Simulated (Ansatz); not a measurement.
## KTaO3 (Pm-3m): lattice thermal conductivity

Wanted: κ(T), lifetimes and mean free paths for KTaO3.

Experimental results on record:
- thermal conductivity 17 W/m/K near room temperature (given in “Glass-like thermal conductivity and narrow insulating gap of EuTiO3”, 2023, arxiv:2307.02058)

Calculated with Ansatz 0.2.0; DFT LDA, scalar-relativistic, plane waves, PAW.

### 1. Set-up

Symmetry: Pm-3m, No. 221, cubic system. Conventional cell: a = 3.988 Å, b = 3.988 Å, c = 3.988 Å, α = 90.00°, β = 90.00°, γ = 90.00°. Nearest to K lie 12 O at 2.82 Å. Ta has 6 O at 1.99 Å nearest. O has 2 Ta at 1.99 Å and 4 K at 2.82 Å nearest. Farther neighbours and most contacts between anions are not listed.

### 2. Probe on a coarse mesh

A cheap single point shows whether the cell is a metal or an insulator and how far it is from rest; that sets the k-mesh and the occupations of what follows.

The input, input.yaml:

```yaml
crystal:
  lattice:
    - [3.9883, 0.0, 0.0]
    - [0.0, 3.9883, 0.0]
    - [0.0, 0.0, 3.9883]
  atoms:
    - { symbol: K, position: [0.5, 0.5, 0.5] }
    - { symbol: Ta, position: [0.0, 0.0, 0.0] }
    - { symbol: O, position: [0.5, 0.0, 0.0] }
    - { symbol: O, position: [0.0, 0.5, 0.0] }
    - { symbol: O, position: [0.0, 0.0, 0.5] }
kpoints:
  mp_grid: { grid: [4, 4, 4] }
hamiltonian:
  xc: lda
scf:
  occupations: { method: gaussian, width: 0.1 }
output:
  forces: true
  stress: true
  eigenvalues: true
```

On the command line:

```console
$ ansatz run input.yaml --threads 18 --pin off --max-ram 92160MiB --backend cuda --events-out ev --progress --plain --runs-dir out
```

Numbers of over 12 decimals in the logs are rounded to 6 here.

The program printed:

```text
Engine: ansatz 0.2.0, aarch64-unknown-linux-gnu
Pseudopotentials: kind: paw
Pseudopotential: K, paw, valence charge 9, recommended cutoff 420 eV (normal), K.paw.azcp
Pseudopotential: Ta, paw, valence charge 13, recommended cutoff 420 eV (normal), Ta.paw.azcp
Pseudopotential: O, paw, valence charge 6, recommended cutoff 420 eV (normal), O.paw.azcp
Functional definition: SPW92
  exchange = slater_x
  correlation = pw_c
device memory: the entry about to start is reckoned to put 0.8 GiB on a device that reports 182.5 GiB free
GPU FFT provider: cuFFT
GPU libraries: cuBLAS 13.8.1, cuFFT 12.4.0, cuSOLVER 12.3.2
GPU matrix products: emulated (plane waves: as basis.precision tells), large ones in fixed point in workspaces of 1.00 GiB
Crystal: 5 atoms, lattice volume = 63.440 Å³
Basis set: ecut = 420 eV, 1237 PW (Γ)
Bands: 25, of which v1, the nominal top of the filled ones, is band 20 counted from 1 (19 counted from 0)
Symmetry: 48 space group operations
Space group: Pm-3m (ITA 221), of the structure as read, at distance tolerance 4.0e-5 Å
k-points: 10 of 64
Non-local potential: K, projectors of the file, l = 0: 3, l = 1: 2, l = 2: 2
Non-local potential: Ta, projectors of the file, l = 0: 3, l = 1: 2, l = 2: 2, l = 3: 1
Non-local potential: O, projectors of the file, l = 0: 2, l = 1: 2, l = 2: 1
PAW form: soft (Blöchl's): semilocal exchange-correlation on the pseudo side does not see the compensation charge
PAW frozen core: K, regenerated for the run's functional, and the local potential with it (the file was generated under x = pbe(κ = 0.804, μ = 0.219515), c = pbe(β = 0.066725))
PAW frozen core: Ta, regenerated for the run's functional, and the local potential with it (the file was generated under x = pbe(κ = 0.804, μ = 0.219515), c = pbe(β = 0.066725))
PAW frozen core: O, regenerated for the run's functional, and the local potential with it (the file was generated under x = pbe(κ = 0.804, μ = 0.219515), c = pbe(β = 0.066725))
PAW one-centre angular grid: K, 110 points (default); XC on 64 Gauss nodes
PAW one-centre angular grid: Ta, 590 points (default); XC on 64 Gauss nodes
PAW one-centre angular grid: O, 110 points (default); XC on 64 Gauss nodes
Initial density: superposition of atomic densities (neutral atoms: chi_scale 0, normalization atom), corrected by the library's trained network
Initial wavefunctions: pseudopotential atomic-orbital guess
GPU buffer pool allocated for 19683 grid points (all kernels)
GPU transforms: local potential and band sums: pruned to the plane-wave sphere, on 27×27×27
Functional: x = slater, c = lda
SCF iter   1: F=—  HF=-12851.019411 eV  |F-HF|=—  |Δ(HF+E_count)|=         —  Δρ=1.91e-2  dr2=2.16e-1  ethr=1.77e-3  ⟨swp⟩=5.4  Hψ=1196  notcnv=0
preconditioner: auto → Resta (q_TF=auto, 2.526 Å⁻¹)  ε∞=4.9  [insulator: Δε(μ)=1.741 eV  Ē_g=12.917 eV  σ=0.100 eV  W_gap=1.00  n_scr=18 (ndim 8)  ℏωp=25.5 eV  f_vac=0.012  D(μ)=0.00/eV (n_scr^D=0)  ε∞_Penn≈4.9]
SCF iter   2: F=—  HF=-12850.972495 eV  |F-HF|=—  |Δ(HF+E_count)|=   4.69e-2  Δρ=6.49e-3  dr2=1.40e-2  ethr=5.40e-4  ⟨swp⟩=2.0  Hψ=456  notcnv=0  defer=9
SCF iter   3: F=—  HF=-12850.969007 eV  |F-HF|=—  |Δ(HF+E_count)|=   3.49e-3  Δρ=2.51e-3  dr2=2.31e-3  ethr=3.50e-5  ⟨swp⟩=2.0  Hψ=375  notcnv=0  defer=9
SCF iter   4: F=—  HF=-12850.968381 eV  |F-HF|=—  |Δ(HF+E_count)|=   6.26e-4  Δρ=3.28e-4  dr2=5.50e-5  ethr=5.78e-6  ⟨swp⟩=2.8  Hψ=392  notcnv=0  defer=9
SCF iter   5: F=—  HF=-12850.968429 eV  |F-HF|=—  |Δ(HF+E_count)|=   4.80e-5  Δρ=4.59e-5  dr2=2.11e-6  ethr=1.38e-7  ⟨swp⟩=1.9  Hψ=349  notcnv=0  defer=8
SCF iter   6: F=—  HF=-12850.968430 eV  |F-HF|=—  |Δ(HF+E_count)|=   1.50e-7  Δρ=1.20e-5  dr2=1.43e-7  ethr=5.27e-9  ⟨swp⟩=2.5  Hψ=379  notcnv=0  defer=8
SCF iter   7: F=-12850.968430 eV  HF=-12850.968430 eV  |F-HF|=1.29e-10  |Δ(HF+E_count)|=   1.00e-8  Δρ=2.21e-6  dr2=2.48e-9  ethr=2.50e-10  ⟨swp⟩=8.6  Hψ=1149  notcnv=0
SCF 1 converged in 7 iterations: F = -12850.968430 eV  dr2 = 2.48e-9
  greatest PAW one-centre occupation: 1.000 electrons in one spin orbital (limit 2), on the Ta atom at site 1 (counted from 0), in its partial waves of l = 0
SCF converged after 7 iterations
Free energy (F): -12850.968430 eV
Harris-Foulkes:  -12850.968430 eV  (|F-HF|=1.29e-10)
Internal energy: -12850.968430 eV  (E = F + TS)
E sigma→0 (E₀):  -12850.968430 eV
Fermi energy:    9.430303 eV
--- Per-component energies (eV) ---
  E_band       = -263.915434
  E_kinetic    = 1140.536933
  E_local      = -2227.745543  (includes V_loc(G=0)·N_el)
  E_nonlocal   = 184.653705
  E_hartree    = 772.474081
  E_xc         = -567.282403
  E_vxc        = -647.263719  (∫ρ·V_xc dr)
  E_paw        = -9333.082537  (= ΣΔE_a)
  E_vpaw       = -259.052630  (= ΣTr[D̂ρ^β])
  E_aug_tail   = 0.007550  (compensation charges beyond the density's cutoff)
  E_ewald      = -2821.337382
  E_core_change = 0.807167  (= ΣΔE_core)
  E_smearing   = -0.000000  (= −TS)
  E_closure    = 0.000000  (closes the sum)
  Σ components = -12850.968430   (vs F -12850.968430, Δ=0.00e0)
--- Forces (eV/Å), atoms counted from 1 ---
  atom   1  K      0.00000000    -0.00000000    -0.00000000
  atom   2  Ta    -0.00000000     0.00000000    -0.00000000
  atom   3  O     -0.00000000    -0.00000000     0.00000000
  atom   4  O      0.00000000     0.00000000     0.00000000
  atom   5  O      0.00000000     0.00000000     0.00000000
  max |Σ_I F_I| component: 3.96e-25 eV/Å
--- Stress (GPa, compression-positive) ---
       -5.586042       0.000000      -0.000000
        0.000000      -5.586042       0.000000
        0.000000       0.000000      -5.586042
  P = ⅓ Tr σ = -5.5860 GPa (-55.860 kbar)
--- Band table (eV; the first three rows and the last of 10) ---
  k-point 0: bands = [... 16 lower, 7.3342, 7.7860, 7.7860, 7.7860, 10.4572, 10.4572, 10.4572, 14.7749, ... 1 higher]
  k-point 1: bands = [... 16 lower, 6.7133, 7.0812, 7.6223, 7.6223, 10.5372, 11.9840, 11.9840, 15.2194, ... 1 higher]
  k-point 2: bands = [... 16 lower, 6.2265, 6.8497, 7.5560, 7.5560, 10.6209, 13.3553, 13.3553, 15.2353, ... 1 higher]
  k-point 9: bands = [... 16 lower, 4.4657, 8.4033, 8.4033, 8.4033, 14.8163, 14.8163, 14.8163, 17.1324, ... 1 higher]
```

Run time: 1.4 s. Hardware: 1 × NVIDIA GB200 with 18 threads of Arm Neoverse V2, shared host; peak memory 1.1 GiB.

A gap read on the k-mesh alone can miss the band edges.

Numbers from this step:

- pressure: -5.586 GPa
- gap on the k-mesh: 2.054 eV
- volume per atom: 12.69 Å³

The start is under -5.6 GPa at this level and looks like an insulator or semiconductor on this mesh.

### 3. Relaxation

Phonons are second derivatives about a minimum, so cell and atoms are relaxed first, inside the symmetry of the start.

input.yaml, the sections that differ from step 2:

```yaml
kpoints:
  mp_grid: { grid: [8, 8, 8] }
scf:
  occupations: { method: gaussian, width: 0.02 }
relax:
  adjacent_minimum: "off"
  f_tol: 0.005
  max_steps: 80
  cell: { stress_tol: 0.05 }
# crystal, hamiltonian, output: as in step 2
```

The program printed:

```text
[...]
Crystal: 5 atoms, lattice volume = 63.440 Å³
Basis set: ecut = 420 eV, 1237 PW (Γ)
Bands: 25, of which v1, the nominal top of the filled ones, is band 20 counted from 1 (19 counted from 0)
Symmetry: 48 space group operations
[...]
k-points: 35 of 512
[...]
SCF iter   1: F=—  HF=-12851.049237 eV  |F-HF|=—  |Δ(HF+E_count)|=         —  Δρ=2.00e-2  dr2=2.39e-1  ethr=1.77e-3  ⟨swp⟩=6.7  Hψ=4406  notcnv=0
[...]
SCF iter   2: F=—  HF=-12850.998261 eV  |F-HF|=—  |Δ(HF+E_count)|=   5.10e-2  Δρ=6.96e-3  dr2=1.64e-2  ethr=5.98e-4  ⟨swp⟩=2.1  Hψ=1628  notcnv=0  defer=35
[...]
SCF iter   7: F=-12850.993612 eV  HF=-12850.993612 eV  |F-HF|=2.07e-10  |Δ(HF+E_count)|=   1.38e-8  Δρ=2.49e-6  dr2=3.14e-9  ethr=2.50e-10  ⟨swp⟩=8.5  Hψ=3874  notcnv=0
SCF 1 converged in 7 iterations: F = -12850.993612 eV  dr2 = 3.14e-9
[...]
relax step   1: F+E_penalty+E_count = -12850.99361194 eV  Δ(F+E_penalty+E_count) = +0.000e0 eV  max|allowed force component| = 4.906e-25 eV/Å  Δτ_max = 0.0000 Å  P = -5.638 GPa  Ω = 63.440 Å³  (7 SCF iters, dr2 threshold 1.00e-7 eV, accepted)
[...]
Crystal: 5 atoms, lattice volume = 61.325 Å³
Basis set: ecut = 420 eV, 1213 PW (Γ)
[...]
iter 1 solved again at ethr=2.84e-5 eV; its pass at ethr=3.10e-3 eV (dr2=1.14e-2 eV) is discarded
[...]
SCF iter   2: F=—  HF=-12851.031939 eV  |F-HF|=—  |Δ(HF+E_count)|=   3.42e-3  Δρ=1.76e-3  dr2=2.02e-3  ethr=2.84e-5  ⟨swp⟩=2.1  Hψ=1543  notcnv=0
[...]
SCF iter   5: F=-12851.031344 eV  HF=-12851.031344 eV  |F-HF|=1.46e-9  |Δ(HF+E_count)|=   3.03e-8  Δρ=1.79e-5  dr2=2.25e-7  ethr=1.25e-9  ⟨swp⟩=4.7  Hψ=4680  notcnv=0
SCF 2 converged in 5 iterations: F = -12851.031344 eV  dr2 = 2.25e-7
[...]
SCF 3 converged in 5 iterations: F = -12851.031394 eV  dr2 = 1.38e-8
[...]
SCF 4 converged in 4 iterations: F = -12851.031487 eV  dr2 = 5.44e-10
[...]
SCF 5 converged in 6 iterations: F = -12851.024596 eV  dr2 = 2.37e-12
[...]
SCF 6 converged in 4 iterations: F = -12851.024880 eV  dr2 = 8.60e-9
[...]
SCF iter   2: F=—  HF=-12851.024736 eV  |F-HF|=—  |Δ(HF+E_count)|=   2.49e-9  Δρ=3.55e-6  dr2=5.02e-9  ethr=2.86e-11  ⟨swp⟩=2.0  Hψ=1169  notcnv=0
[...]
SCF iter   5: F=-12851.024736 eV  HF=-12851.024736 eV  |F-HF|=5.46e-12  |Δ(HF+E_count)|=  1.46e-11  Δρ=9.06e-8  dr2=4.01e-12  ethr=1.00e-12  ⟨swp⟩=4.5  Hψ=3621  notcnv=0
SCF 7 converged in 5 iterations: F = -12851.024736 eV  dr2 = 4.01e-12
relax step   7: F+E_penalty+E_count = -12851.02473641 eV  Δ(F+E_penalty+E_count) = +1.434e-4 eV  max|allowed force component| = 5.057e-28 eV/Å  Δτ_max = 0.0000 Å  P = -0.004 GPa  Ω = 61.723 Å³  stress off target by 3.99e-3 GPa  SCF on the basis re-selected at this cell (its energy is not comparable with the rows above)  (5 SCF iters)
basis re-selected at this cell: Δ(F+E_penalty+E_count) = +1.434e-4 eV, ΔP = -0.003 GPa vs the last step (what re-selecting the basis moved, of the pressure what is left beyond the Pulay correction that the steps carried, after the strain that the cell walked since its last selection, with what the two solves' SCF thresholds leave and, on support functions, any second-order correction that the steps lacked; it is no m [...]
SCF converged after 5 iterations
Free energy (F): -12851.024736 eV
[...]
Internal energy: -12851.024736 eV  (E = F + TS)
E sigma→0 (E₀):  -12851.024736 eV
Fermi energy:    9.843829 eV
[...]
--- Stress (GPa, compression-positive) ---
       -0.003985      -0.000000      -0.000000
       -0.000000      -0.003985      -0.000000
       -0.000000      -0.000000      -0.003985
  P = ⅓ Tr σ = -0.0040 GPa (-0.040 kbar)
--- Band table (eV; the first three rows and the last of 35) ---
  k-point 0: bands = [... 16 lower, 7.6684, 8.1804, 8.1804, 8.1804, 10.9085, 10.9085, 10.9085, 15.3758, ... 1 higher]
  k-point 1: bands = [... 16 lower, 7.5869, 7.7055, 8.0934, 8.0934, 10.9335, 11.4243, 11.4243, 15.6609, ... 1 higher]
  k-point 2: bands = [... 16 lower, 7.0544, 7.4014, 8.0092, 8.0092, 10.9951, 12.4926, 12.4926, 15.9444, ... 1 higher]
  k-point 34: bands = [... 16 lower, 4.7638, 8.7791, 8.7791, 8.7791, 15.4596, 15.4596, 15.4596, 17.5939, ... 1 higher]
--- Relaxed structure (5 steps of the walk, 5 accepted, 2 SCFs on fresh bases) ---
  F+E_penalty+E_count = -12851.02473641 eV   max|allowed force component| = 5.057e-28 eV/Å   (the final SCF, on the basis selected at the relaxed cell)
  cell:  # Å, volume = 61.7226 Å³
    - [3.951979, 0, 0]
    - [0, 3.951979, 0.0]
    - [0, 0, 3.951979]
  atoms:
    - { symbol: K, position: [0.5, 0.5, 0.5] }
    - { symbol: Ta, position: [0, 0, 0] }
    - { symbol: O, position: [0.5, 0, 0] }
    - { symbol: O, position: [0, 0.5, 0] }
    - { symbol: O, position: [0, 0, 0.5] }
```

Elapsed: 3.8 s, on 1 × NVIDIA GB200 with 18 threads; peak memory 1.1 GiB.

Step by step:

| step | energy less that of the first step (eV) | largest force component (eV/Å) | pressure (GPa) | volume (Å³) |
| --- | --- | --- | --- | --- |
| 1 | 0.0000 | 0.0000 | -5.64 | 63.44 |
| 2 | -0.0377 | 0.0000 | 1.66 | 61.33 |
| 3 | -0.0378 | 0.0000 | -0.07 | 61.79 |
| 4 | -0.0379 | 0.0000 | 0.00 | 61.78 |
| 5 | -0.0310 | 0.0000 | -0.19 | 61.78 |
| 6 | -0.0313 | 0.0000 | 0.00 | 61.72 |
| 7* | -0.0311 | 0.0000 | 0.00 | 61.72 |

Relaxation steps marked * repeat the geometry before them on a plane-wave basis chosen anew for their cell, so energy and pressure can jump there. The log counts 2 steps on a newly chosen plane-wave basis, not all of them marked here; energy and pressure can jump at such steps.

Forces are held to the 48 operations that the run works with; a distortion that breaks them can't arise in this run.

| conventional cell, symmetrised | before | after | change |
| --- | --- | --- | --- |
| a (Å) | 3.988 | 3.952 | -0.9 % |
| b (Å) | 3.988 | 3.952 | -0.9 % |
| c (Å) | 3.988 | 3.952 | -0.9 % |
| volume (Å³/atom) | 12.69 | 12.34 | -2.7 % |

This step gave:

| Item | Value |
| --- | --- |
| pressure | -0.003985 GPa |
| gap on the k-mesh | 2.129 eV |
| volume per atom | 12.34 Å³ |

The relaxation ends with a pressure of 0.00 GPa.

### 4. Relaxing to small residual forces and stress

The relaxation is repeated with tighter thresholds on force and stress, since phonons are sensitive to what is left; a change of mesh or smearing in the input moves the cell too.

The input, input.yaml:

```yaml
crystal:
  lattice:
    - [3.9519792573, 0.0, 0.0]
    - [0.0, 3.9519792573, 0.0]
    - [0.0, 0.0, 3.9519792573]
  atoms:
    - { symbol: K, position: [0.5, 0.5, 0.5] }
    - { symbol: Ta, position: [0.0, 0.0, 0.0] }
    - { symbol: O, position: [0.5, 0.0, 0.0] }
    - { symbol: O, position: [0.0, 0.5, 0.0] }
    - { symbol: O, position: [0.0, 0.0, 0.5] }
kpoints:
  mp_grid: { grid: [9, 9, 9] }
hamiltonian:
  xc: lda
scf:
  occupations: { method: fixed }
output:
  forces: true
  stress: true
  eigenvalues: true
relax:
  adjacent_minimum: "off"
  f_tol: 0.001
  max_steps: 60
  cell: { stress_tol: 0.01 }
```

The program printed:

```text
[...]
GPU FFT provider: cuFFT
GPU libraries: cuBLAS 13.8.1, cuFFT 12.4.0, cuSOLVER 12.3.2
[...]
Crystal: 5 atoms, lattice volume = 61.723 Å³
Basis set: ecut = 420 eV, 1213 PW (Γ)
Bands: 25, of which v1, the nominal top of the filled ones, is band 20 counted from 1 (19 counted from 0)
Symmetry: 48 space group operations
[...]
k-points: 35 of 729
[...]
--- Relaxed structure (1 steps of the walk, 1 accepted, 1 SCFs on fresh bases) ---
[...]
cell:  # Å, volume = 61.7226 Å³
    - [3.9519792573, 0.0, 0.0]
    - [0.0, 3.9519792573, 0.0]
    - [0.0, 0.0, 3.9519792573]
  atoms:
    - { symbol: K, position: [0.5, 0.5, 0.5] }
    - { symbol: Ta, position: [0.0, 0.0, 0.0] }
    - { symbol: O, position: [0.5, 0.0, 0.0] }
    - { symbol: O, position: [0.0, 0.5, 0.0] }
    - { symbol: O, position: [0.0, 0.0, 0.5] }
[key lines of the parts left out:]
SCF converged after 6 iterations
Free energy (F): -12851.024437 eV
Fermi energy:    8.741559 eV
P = ⅓ Tr σ = -0.0054 GPa (-0.054 kbar)
```

The job ended after 1.9 s (1 × NVIDIA GB200 with 18 threads; peak memory 1.1 GiB; 3.6 s of CPU time).

Little changed from the start: no atom moved by 0.005 Å and no cell edge by 0.1 %.

This step gave:

| Item | Value |
| --- | --- |
| pressure | -0.005430 GPa |
| gap on the k-mesh | 2.167 eV |

The residual pressure is -0.0054 GPa, small enough for phonons.

(Continued in part 2 of 3.)

[Logs are printed without paths, hosts, clocks, repeated set-up lines and the standing remarks that a program may print on its own settings, such as how far it seeks lower states.]

[Hosts, paths, dates, database ids (printed as entryN), source tags and the programs' standing remarks are cut or masked in the printed files.]

[A step with changed settings may run another functional than the one named; its input shows which.]
